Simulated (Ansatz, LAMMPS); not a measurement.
## Glassy 41CaO-59Al2O3 (mol %) (109 atoms) in motion

Wanted: a short trajectory of glassy 41CaO-59Al2O3 (mol %) (109 atoms) with its pair distributions.

Method: Kohn-Sham DFT, PBE, PAW (set soft_2), plane waves, in Ansatz 0.2.0.

**1. Starting point**

The cell holds 109 atoms: 12 Ca, 34 Al and 63 O. Cell: a = 10.683 Å, b = 10.683 Å, c = 10.683 Å, α = 90.0°, β = 90.0°, γ = 90.0°. 109 atoms (12 Ca, 34 Al, 63 O) placed at random at 3.15 g/cm³, melted at 4000 K for 10 ps at fixed volume with the Morse and Coulomb pair potential with partial charges (Pedone, Malavasi, Menziani, Cormack and Segre, J. Phys. Chem. B 110, 11780 (2006)). Quenched from 4000 K to 300 K at 10 K/ps and fixed volume, held 10 ps at zero pressure.

What the set-up can't give: The quench rate of 10 K/ps far exceeds what a furnace or splat quench reaches, so expect more defects and frozen-in strain than in a real sample. The starting topology of bonds comes from the classical model. The Brillouin zone is sampled at Γ only, in a cell whose shortest periodic width is 11 Å.

**2. Single point at the start**

A single point comes first, to see the forces before anything moves.

Input file input.yaml:

```yaml
crystal:
  lattice:
    - [10.68342, 0.0, 0.0]
    - [0.0, 10.68342, 0.0]
    - [0.0, 0.0, 10.68342]
  atoms:
    - { symbol: Ca, position: [0.12831, 0.25936, 0.73283] }
    - { symbol: Ca, position: [0.48887, 0.2898, 0.16799] }
    - { symbol: Ca, position: [0.5055, 0.93502, 0.17038] }
    - { symbol: Ca, position: [0.3923, 0.81749, 0.57197] }
    [... 99 atom lines left out ...]
    - { symbol: O, position: [0.95432, 0.6841, 0.91937] }
    - { symbol: O, position: [0.20733, 0.09815, 0.60009] }
    - { symbol: O, position: [0.91536, 0.26082, 0.17214] }
    - { symbol: O, position: [0.90045, 0.0484, 0.0677] }
    - { symbol: O, position: [0.69237, 0.71419, 0.84692] }
    - { symbol: O, position: [0.96113, 0.16492, 0.59719] }
kpoints:
  mp_grid: { grid: [1, 1, 1] }
hamiltonian:
  xc: pbe
scf:
  occupations: { method: gaussian, width: 0.025 }
output:
  forces: true
```

On the command line:

```console
$ ansatz run input.yaml --threads 4 --pin off --max-ram 8192MiB --backend cpu --events-out ev --progress --plain --runs-dir out
```

Wall time 8.8 s (4 threads of Intel Xeon Platinum 8375C at 2.90GHz (Ice Lake), shared host); peak memory 1.7 GiB.

The run gave:

```
free energy            : -75973.8233 eV
free energy per atom   : -697.0076 eV/atom
SCF cycles             : 10
r.m.s. force component : 1.13 eV/Å
longest force          : 5.318 eV/Å
Fermi energy           : 8.29 eV
```

The r.m.s. force component of 1.1 eV/Å sets the starting point.

Neighbours are counted within 2.33 Å (O-Al), 3.18 Å (O-Ca).

Length of the force by element and coordination:

```tsv
element	coordination	atoms	mean length of the force (eV/Å)	spread	least	most
Al	all	34	2.02	0.744	0.766	3.97
Al	4	24	2.00	0.710	0.766	3.97
Al	5	7	2.16	0.823	1.15	3.29
Al	6	3	1.86	0.763	0.933	2.80
Ca	all	12	0.945	0.308	0.437	1.40
Ca	5	1	0.852	0	0.852	0.852
Ca	6	2	1.02	0.308	0.711	1.33
Ca	7	5	0.914	0.303	0.437	1.28
Ca	8	4	0.968	0.341	0.502	1.40
O	all	63	1.76	0.923	0.343	5.32
O	2	2	2.44	0.0935	2.35	2.54
O	3	25	1.57	0.734	0.471	3.40
O	4	26	1.89	1.06	0.821	5.32
O	5	10	1.73	0.931	0.343	3.67
```

**3. Dynamics at 300 K**

A Nosé–Hoover thermostat steers the temperature while disturbing the dynamics little. The time step is 1.0 fs.

Changes to input.yaml since step 2:

```diff
@@ -15 +15,8 @@
   forces: true
+md:
+  timestep: 1.0
+  n_steps: 274
+  ensemble: nvt_nose_hoover
+  temperature: 300
+  initial_velocities: maxwell_boltzmann
+  seed: 8100
```

Elapsed: 18 min, on 4 threads; peak memory 1.8 GiB.

The program notes that it switched symmetry off.

Rows from the run:

```tsv
time (fs)	T (K)	potential (meV/atom)	conserved (meV/atom)
0.0	300	0.0	0.00
18.0	478	-23.6	-0.07
37.0	405	-17.0	-0.07
55.0	440	-25.0	-0.09
73.0	415	-25.1	-0.09
91.0	456	-33.1	-0.10
110.0	344	-21.5	-0.08
128.0	382	-28.7	-0.09
146.0	376	-30.4	-0.11
164.0	349	-29.5	-0.10
183.0	370	-35.0	-0.10
201.0	336	-33.1	-0.11
219.0	351	-37.2	-0.13
237.0	306	-33.2	-0.11
256.0	333	-38.4	-0.11
274.0	321	-38.8	-0.11
```

Mean square displacement from the first frame to the last: Ca 0.050 Å², Al 0.031 Å², O 0.041 Å².

Mean square displacement against time lag:

```tsv
time lag (fs)	Al (Å²)	Ca (Å²)	O (Å²)
1.0	3.3e-5	2.1e-5	6.1e-5
6.0	0.00115	7.6e-4	0.00215
12.0	0.00426	0.00297	0.00782
18.0	0.00843	0.00645	0.0151
29.0	0.0159	0.0151	0.0265
35.0	0.0191	0.0204	0.0306
40.0	0.0213	0.0249	0.0332
46.0	0.0238	0.0302	0.0359
52.0	0.0261	0.0350	0.0386
57.0	0.0278	0.0387	0.0408
63.0	0.0295	0.0427	0.0429
74.0	0.0314	0.0488	0.0448
80.0	0.0320	0.0515	0.0453
86.0	0.0325	0.0537	0.0458
91.0	0.0329	0.0553	0.0463
97.0	0.0333	0.0569	0.0469
103.0	0.0336	0.0580	0.0471
108.0	0.0338	0.0587	0.0470
120.0	0.0338	0.0595	0.0462
125.0	0.0336	0.0598	0.0460
131.0	0.0334	0.0600	0.0461
137.0	0.0332	0.0603	0.0462
```

Over the second half of 274 fs the temperature averages 342 K with swings of 27 K r.m.s. The conserved energy stays within 0.13 meV/atom. From first frame to last Ca has the largest mean square displacement, 0.050 Å² at the end; the farthest move is 0.45 Å. The count of bonds goes from 235 in the first frame to 238 in the last, by one set of cutoffs: 3 pairs passed out of them and 6 came within. The run spans 0.27 ps, too short for its means to be equilibrium values.

**4. Local order late in the run**

The g(r) is a mean over the second half; what follows it is taken at the last frame.

Bonds before and after, by the cutoffs listed below:

```tsv
pair	bonds before	bonds after	mean before (Å)	mean after (Å)	spread before (Å)	spread after (Å)
O-Al	151	155	1.813	1.838	0.141	0.127
O-Ca	84	83	2.521	2.476	0.218	0.230
```

Density 3.28 g/cm³, 11.19 Å³ an atom.

Mean of 14 frames. g(r), total and by pair (bins of 0.2 Å):

```tsv
r (Å)	total	O-O	O-Al	O-Ca	Al-Al	Al-Ca	Ca-Ca
1.60	0.16	0.00	0.45	0.00	0.00	0.00	0.00
1.80	2.97	0.00	8.23	0.00	0.00	0.00	0.00
2.00	0.56	0.00	1.52	0.11	0.00	0.00	0.00
2.20	0.42	0.00	0.21	2.71	0.00	0.00	0.00
2.40	0.58	0.44	0.11	3.06	0.00	0.00	0.00
2.60	1.00	2.03	0.11	1.97	0.36	0.00	0.00
2.80	1.40	2.87	0.33	0.79	1.87	0.60	0.00
3.00	1.31	2.10	0.47	0.27	2.50	2.12	1.30
3.20	1.12	1.06	0.68	0.25	3.15	1.78	4.96
3.40	1.09	0.93	1.06	0.44	1.97	1.35	4.29
3.60	0.86	0.62	1.13	0.42	0.89	1.19	1.83
3.80	0.83	0.57	1.18	0.58	0.51	0.99	1.76
4.00	0.99	0.58	1.59	0.91	0.51	0.69	0.86
4.20	1.04	0.67	1.56	1.27	0.40	0.62	0.65
4.40	1.06	0.81	1.45	1.17	0.77	0.50	1.50
4.60	1.02	1.01	1.12	1.32	0.73	0.29	1.25
4.80	0.96	1.08	0.82	1.25	1.04	0.51	0.94
5.00	1.00	1.27	0.70	1.08	1.20	0.85	0.85
5.20	0.98	1.27	0.62	1.11	1.17	1.06	0.50
```

Bonds by pair of elements; cutoffs follow the first minimum of g(r), held within bounds set by covalent radii, and pairs that aren't listed don't count as bonded:

```tsv
pair A-B	cutoff (Å)	bonds	mean length (Å)	spread (Å)	shortest (Å)	B about A	A about B
O-Al	2.49	155	1.84	0.127	1.64	2.46	4.56
O-Ca	3.18	83	2.48	0.23	2.12	1.32	6.92
```

How many atoms have how many bonded neighbours:

```tsv
element	mean	2	3	4	5	6	7	8
Al	4.56	0	0	19	11	4	0	0
Ca	6.92	0	0	0	1	2	6	3
O	3.78	1	22	30	10	0	0	0
```

Bond angles, per cent of each kind in bins of 5°:

```tsv
angle (°)	O-Al-O	O-Ca-O	Al-O-Ca	Al-O-Al	Ca-O-Ca
50–55	0.0	0.4	0.0	0.0	0.0
55–60	0.0	2.4	0.0	0.0	1.4
60–65	0.4	8.0	0.0	0.0	0.0
65–70	0.0	10.0	0.7	0.7	1.4
70–75	1.1	8.0	2.9	0.0	1.4
75–80	3.9	4.8	4.3	0.7	8.5
80–85	6.3	6.4	7.2	2.2	16.9
85–90	10.9	5.2	13.8	2.9	8.5
90–95	10.9	7.6	13.8	8.0	18.3
95–100	8.8	3.2	8.0	7.2	5.6
100–105	10.6	4.0	5.8	10.1	7.0
105–110	13.0	4.8	9.4	6.5	4.2
110–115	9.2	2.4	5.1	9.4	2.8
115–120	5.6	3.6	2.2	6.5	4.2
120–125	3.9	5.2	2.9	8.7	1.4
125–130	1.8	4.4	4.3	11.6	1.4
130–135	2.5	4.0	9.4	10.9	1.4
135–140	1.4	1.6	2.9	4.3	1.4
140–145	1.1	2.8	2.9	5.1	2.8
145–150	0.0	2.0	1.5	3.6	4.2
150–155	0.7	2.8	1.5	0.7	0.0
155–160	1.1	1.6	0.7	0.0	1.4
160–165	3.5	2.0	0.0	0.0	4.2
165–170	2.1	2.4	0.7	0.7	1.4
170–175	1.4	0.4	0.0	0.0	0.0
```

Bond angles (no mean is given where the spread exceeds 20°):

```tsv
angle	count	mean (°)	spread (°)
O-Al-O	284	-	-
O-Ca-O	250	-	-
Al-O-Ca	138	-	-
Al-O-Al	138	116	18.1
Ca-O-Ca	71	-	-
```

Oxygen atoms by the number of network formers (Si, P, Ge, B, Al, As, Ga) bound to them:

```tsv
network formers bound to O	O atoms	per cent
0	2	3.2
1	5	7.9
2	24	38.1
3	26	41.3
4	6	9.5
```

Network units: each former by its oxygen neighbours and how many of them bridge to another former:

```tsv
former	O neighbours	bridging O	atoms
Al	4	3	5
Al	4	4	14
Al	5	5	11
Al	6	6	4
```

Bond length by coordination (bonds to H left out):

```tsv
element	coordination	atoms	mean bond length (Å)
Al	4	19	1.77
Al	5	11	1.89
Al	6	4	1.93
Ca	5	1	2.35
Ca	6	2	2.44
Ca	7	6	2.48
Ca	8	3	2.51
O	2	1	1.66
O	3	22	1.85
O	4	30	2.07
O	5	10	2.33
```

Rings of the network by King's shortest-path rule, up to 12 atoms, one path for each pair of neighbours; H, halogens, alkali and alkaline-earth atoms are left out, and the last column divides by all other atoms, bonded or not:

```tsv
ring size (atoms)	rings	per network atom
4	20	0.206
6	44	0.454
8	59	0.608
10	25	0.258
12	13	0.134
```

First main peaks of g(r), for some of the pairs, lie near 2.8 Å (O-O), 1.8 Å (O-Al), 2.3 Å (O-Ca), 3.2 Å (Al-Al) and 3.1 Å (Al-Ca). With the cutoffs above, 56 % of Al atoms have 4, 50 % of Ca atoms have 7 and 48 % of O atoms have 4 bonded neighbours. 38 % of the oxygens bridge two formers (Al) and 8 % are non-bridging; 41 % join three; 10 % join four; 3 % join none. The commonest Al unit has 4 oxygens, 4 of them shared with other formers (14 of 34 atoms). Rings of 8 atoms are the most common (37 % of those counted); sizes run from 4 to 12, where the search stops.

**5. Single point at the last frame**

The last frame is solved once more, with the analyses that the dynamics left out.

Input file input.yaml:

```yaml
crystal:
  lattice:
    - [10.68342, 0.0, 0.0]
    - [0.0, 10.68342, 0.0]
    - [0.0, 0.0, 10.68342]
  atoms:
    - { symbol: Ca, position: [0.09794, 0.25156, 0.73228] }
    - { symbol: Ca, position: [0.50335, 0.29182, 0.17253] }
    - { symbol: Ca, position: [0.49428, 0.93703, 0.16179] }
    - { symbol: Ca, position: [0.38921, 0.8338, 0.58508] }
    [... 99 atom lines left out ...]
    - { symbol: O, position: [0.94568, 0.67464, 0.90275] }
    - { symbol: O, position: [0.20313, 0.10863, 0.61823] }
    - { symbol: O, position: [0.92946, 0.24831, 0.17831] }
    - { symbol: O, position: [0.88847, 0.05149, 0.07112] }
    - { symbol: O, position: [0.69578, 0.72885, 0.84052] }
    - { symbol: O, position: [0.97047, 0.16981, 0.57726] }
kpoints:
  mp_grid: { grid: [1, 1, 1] }
hamiltonian:
  xc: pbe
scf:
  occupations: { method: gaussian, width: 0.025 }
output:
  forces: true
  stress: true
  populations: true
  dos:
    method: { smearing: { sigma: 0.1 } }
    de: 0.1
    projected: { site_lists: { Al: [Al], Ca: [Ca], O: [O] } }
  eigenvalues: true
  write_density: true
  write_potential: true
  volumetric_format: npy
```

Wall time 13 s (4 threads); peak memory 1.7 GiB; 47 s of CPU time.

Read from the output:

| Quantity | Value |
| --- | --- |
| free energy | -75978.0496 eV |
| free energy per atom | -697.0463 eV/atom |
| SCF cycles | 9 |
| pressure | 7.057 GPa |
| r.m.s. force component | 0.7246 eV/Å |
| longest force | 2.752 eV/Å |
| Fermi energy | 8.361 eV |
| gap (highest filled to lowest empty level) | 3.442 eV |
| spilling of the projection | 0.01133 |

Neighbours are counted within 2.49 Å (O-Al), 3.18 Å (O-Ca), the cutoffs taken from the dynamics.

Length of the force by element and coordination:

```tsv
element	coordination	atoms	mean length of the force (eV/Å)	spread	least	most
Al	all	34	1.30	0.553	0.294	2.59
Al	4	19	1.37	0.532	0.389	2.59
Al	5	11	1.07	0.513	0.294	2.37
Al	6	4	1.58	0.527	0.777	2.25
Ca	all	12	0.849	0.322	0.413	1.44
Ca	5	1	0.576	0	0.576	0.576
Ca	6	2	0.983	0.346	0.637	1.33
Ca	7	6	0.996	0.273	0.559	1.44
Ca	8	3	0.556	0.144	0.413	0.752
O	all	63	1.10	0.526	0.172	2.75
O	2	1	2.39	0	2.39	2.39
O	3	22	1.07	0.548	0.358	2.75
O	4	30	1.12	0.490	0.172	2.23
O	5	10	1.00	0.426	0.289	1.62
```

Löwdin charges by element and coordination (they lack the spilled electrons, 0.062 e an atom on average):

```tsv
element	coordination	atoms	mean charge (e)	spread	least	most
Al	all	34	1.27	0.0447	1.15	1.34
Al	4	19	1.26	0.0489	1.15	1.33
Al	5	11	1.28	0.0425	1.21	1.34
Al	6	4	1.27	0.0121	1.25	1.29
Ca	all	12	1.79	0.0277	1.73	1.84
Ca	5	1	1.76	0	1.76	1.76
Ca	6	2	1.80	0.0072	1.79	1.80
Ca	7	6	1.78	0.0343	1.73	1.84
Ca	8	3	1.79	0.0187	1.77	1.81
O	all	63	-0.917	0.103	-1.30	-0.791
O	2	1	-0.888	0	-0.888	-0.888
O	3	22	-0.858	0.0415	-0.938	-0.812
O	4	30	-0.914	0.0872	-1.12	-0.791
O	5	10	-1.06	0.116	-1.30	-0.936
```

Density of states as counts of states in windows of 1 eV (from the Fermi level), total and the larger projections:

```tsv
from (eV)	to (eV)	total	O p	Al p
-10	-9	0.4	0.3	0.0
-9	-8	22.4	16.7	1.6
-8	-7	30.7	23.5	3.0
-7	-6	46.0	36.3	5.9
-6	-5	57.9	48.4	6.1
-5	-4	76.6	68.7	4.0
-4	-3	80.6	75.5	1.8
-3	-2	53.9	51.1	0.7
-2	-1	9.5	8.9	0.1
-1	1	0.0	0.0	0.0
1	2	2.0	0.0	0.1
2	3	2.3	0.2	0.5
3	4	22.6	2.0	4.5
4	5	41.1	3.5	9.5
```

Between -26 and -10 eV lie 198 more states.

The stored curve holds about 576 of the 600 electrons; the rest, give or take the few that broadening carries across the Fermi level, lie in deeper levels below its range.

The levels nearest the highest filled one (over half full), pooled over k-points and spins:

```tsv
level less the highest filled one (eV)	occupation
-0.369	2
-0.239	2
-0.220	2
-0.182	2
-0.0182	2
0	2
3.44	0
4.68	0
4.71	0
5.00	0
5.10	0
5.22	0
```

Mean Löwdin charges: Al +1.27, Ca +1.79, O -0.92 e (they miss 1.1 % of the electrons, so they add up to more than the cell's charge).

**6. Summary of results**

```json
{
 "mean temperature, second half": "341.9 K",
 "temperature swing, second half": "27.31 K",
 "slope of the conserved energy against time, by least squares": "-0.1819 meV/atom/ps",
 "free energy per atom": "-697.0463 eV/atom",
 "pressure": "7.057 GPa",
 "r.m.s. force component": "0.7246 eV/Å",
 "gap (highest filled to lowest empty level)": "3.442 eV",
 "wall time of the 3 DFT runs": "18 min"
}
```

In words: Over the second half of 274 fs the temperature averages 342 K with swings of 27 K r.m.s. The conserved energy stays within 0.13 meV/atom. The count of bonds goes from 235 in the first frame to 238 in the last, by one set of cutoffs: 3 pairs passed out of them and 6 came within. The run spans 0.27 ps, too short for its means to be equilibrium values. With the cutoffs above, 56 % of Al atoms have 4, 50 % of Ca atoms have 7 and 48 % of O atoms have 4 bonded neighbours. 38 % of the oxygens bridge two formers (Al) and 8 % are non-bridging; 41 % join three; 10 % join four; 3 % join none. Between filled and empty levels lie 3.44 eV (at Γ alone); a semilocal functional tends to put such gaps too low. In a disordered cell it changes from sample to sample, and tail or defect levels can set it.

**Limits.** The starting topology of bonds comes from the classical model; in DFT 3 of its 235 bonded pairs passed out of the cutoffs and 6 came within them. The stress is far from hydrostatic: its diagonal is 6.3, 5.6, 9.2 GPa, compression counted positive. The pressure of 7.1 GPa is that of one thermal frame at a volume set beforehand, without the kinetic term.

[Logs are printed without paths, hosts, clocks, repeated set-up lines and the standing remarks that a program may print on its own settings, such as how far it seeks lower states.]

[Hosts, paths, dates, database ids (printed as entryN), source tags and the programs' standing remarks are cut or masked in the printed files.]
